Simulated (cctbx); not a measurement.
# What is wrong with this refinement?

Cell a = 4.8470 Å, b = 4.8470 Å, c = 13.1280 Å, α = 90.00°, β = 90.00°, γ = 120.00°; space group R3c (no. 161).

The data are simulated with cctbx, not measured: Mo Kα, λ = 0.71073 Å, to d = 0.7 Å, 70 % of the full sphere, strongest reflection 70000 counts, noise from counting, a 6 % proportional error and a noise floor of 8 counts (s.d.); no absorption, and some extinction, which the refinements don't model.

An anisotropic refinement with weights 1/σ² prints:

```text
Rint 0.042, 177 unique reflections to 0.70 A
cycle     R1     wR2    GooF  max shift (A)
   1  0.0746  0.1908   4.209   0.00981
   2  0.0174  0.0579   1.277   0.00000
final R1 0.0174 wR2 0.0579 GooF 1.277  parameters 6  data/parameter 29.5
atom        x        y        z      Ueq    occ   su(xyz)  su(Uiso or U11)
Ag1    0.66667  0.33333  0.12427   0.0162  1.000  0.00002  0.0002
Mg1    0.33333  0.66667  0.16695   0.0086  1.000  0.00026  0.0008
difference map: max 0.45 min -0.63 rms 0.19
Q1    0.9918  0.2341  0.4070   18    0.47  1.68 A from Mg1
Q2    0.9918  0.2341  0.9070   18    0.47  1.68 A from Mg1
Q3    0.0114  0.2270  0.6712   18    0.42  1.90 A from Ag1
Q4    0.0114  0.2270  0.1712   18    0.42  1.90 A from Ag1
Q5    0.2387  0.1184  0.1008   18    0.41  1.66 A from Mg1
Q6    0.0605  0.5336  0.1489   18    0.35  1.17 A from Mg1
```

Q: Accept it or mend it, and why?

Mend it. The fault: an atom left out, H at (0.9776, 0.3517, 0.2323). Against the right model at the same level, R1 goes from 0.0157 to 0.0174 and GooF from 1.00 to 1.28. Q2 is the missing atom. With scattering power missing, scale and phases suffer, so peaks may also grow on the heavy atoms.

The compound is MgAgH3. The right model at the same level gives:

```text
Rint 0.042, 177 unique reflections to 0.70 A
cycle     R1     wR2    GooF  max shift (A)
   1  0.0731  0.1870   4.174   0.03307
   8  0.0157  0.0449   1.001   0.01168
final R1 0.0157 wR2 0.0448 GooF 1.001  parameters 10  data/parameter 17.7
atom        x        y        z      Ueq    occ   su(xyz)  su(Uiso or U11)
Ag1    0.66667  0.33333  0.12427   0.0162  1.000  0.00001  0.0002
Mg1    0.33333  0.66667  0.16695   0.0086  1.000  0.00020  0.0006
H1     0.96172  0.36545  0.23061   0.0318  1.000  0.02744  0.0153
Flack x: 0.0(2)
Hooft y: 0.074(121)  Bijvoet pairs: 85
difference map: max 0.58 min -0.58 rms 0.17
Q1    0.1788  0.4321  0.2663   18    0.59  1.04 A from H1
Q2    0.0656  0.5218  0.6484   18    0.43  1.15 A from Mg1
Q3    0.0111  0.2006  0.6632   18    0.42  1.49 A from H1
Q4    0.0048  0.2174  0.4108   18    0.40  1.17 A from H1
Q5    0.9823  0.1192  0.9268   18    0.35  0.83 A from H1
Q6    0.0000  0.0000  0.1494    6    0.33  1.86 A from Ag1
```

Isotropic U is held between 0.0001 and 1 Å² by the program, and listed peak heights are interpolated, so they can pass the grid's maximum.

The model was made for the exercise: a known structure type with other elements put in, its volume estimated, not relaxed; displacement parameters are assumed.

[Middle refinement cycles are left out of these outputs.]

[Logs are printed without paths, hosts, clocks, repeated set-up lines and the standing remarks that a program may print on its own settings, such as how far it seeks lower states.]
